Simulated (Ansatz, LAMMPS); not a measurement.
# Gap against volume in amorphous 37HfO2-63TiO2 (mol %) (90 atoms)

Density of this cell: 5.96 g/cm³. The cell holds 90 atoms: 11 Hf, 19 Ti and 60 O. Cell: a = 10.312 Å, b = 9.754 Å, c = 10.618 Å, α = 90.8°, β = 89.2°, γ = 92.3°. The starting structure: 90 atoms (11 Zr, 19 Ti, 60 O) placed at random at 4.16 g/cm³, melted at 5000 K for 10 ps at fixed volume with the Morse and Coulomb pair potential with partial charges (Pedone, Malavasi, Menziani, Cormack and Segre, J. Phys. Chem. B 110, 11780 (2006)). Quenched from 5000 K to 300 K at 200 K/ps and fixed volume, held 10 ps at zero pressure, then minimised at fixed cell. Then Zr was replaced by Hf and the cell scaled by 1.008 (the potential has no terms for the new elements, so the cell is a start for a DFT relaxation).

Calculated with Ansatz 0.2.0: Kohn-Sham DFT, PBEsol, PAW (set soft_2), plane waves; cutoff 420 eV, Γ point, fermi-dirac smearing of 0.05 eV. The relaxed cell was scaled evenly and the atoms were relaxed at each volume. The gap is that between the highest filled and the lowest empty Kohn-Sham level on the run's k-points.

```
volume (Å³/atom)  gap (eV)
          10.670               2.602
          11.144               2.666
          11.500               2.673
          11.856               2.697
          12.212                   ?
          12.567               2.708
```

Task: Fit a straight line in ln V to the rows given and interpolate to the withheld row.

Worked fit:

A volume deformation potential makes the spacing linear in u = ln(V/V0), with V0 = 11.856 Å³ the relaxed volume; v is the spacing.

| u = ln(V/V0) | v (eV) |
| --- | --- |
| -0.105361 | 2.6016 |
| -0.0618753 | 2.6656 |
| -0.0304595 | 2.6729 |
| 0 | 2.6974 |
| 0.0582693 | 2.7079 |

With n = 5: mean u = -0.0278853, mean v = 2.66908, Σ(u − ū)² = 0.015365, Σ(u − ū)(v − v̄) = 0.0094707. Slope b = 0.0094707 / 0.015365 = 0.61640; intercept a = v̄ − b ū = 2.6863.

At the withheld volume u = 0.02956, and v = a + b u.

Prediction at 12.212: 2.704 eV. The run gave 2.737 eV, so the fit is low by 0.033 eV (1.2 % of the value).

The rows follow a line only loosely (correlation 0.91 in size over all rows, under the 0.97 asked here), so the slope of +0.62 eV is a mean trend and no deformation potential. Among the rows given, the largest miss of the fit is at 10.670, by 0.020 eV (15 % of the range of the table).

Limits: The table spans 16 % in volume, wide for a linear law. Semilocal functionals tend to put gaps under measured ones. Only the Γ point is sampled. Atoms move by up to 0.7 Å in these relaxations, so the structure changes along the series. Defect or tail levels can set the spacing of a disordered cell. Spin–orbit coupling is left out, which matters for the levels of the heavy elements.

[Logs are printed without paths, hosts, clocks, repeated set-up lines and the standing remarks that a program may print on its own settings, such as how far it seeks lower states.]

[Hosts, paths, dates, database ids (printed as entryN), source tags and the programs' standing remarks are cut or masked in the printed files.]
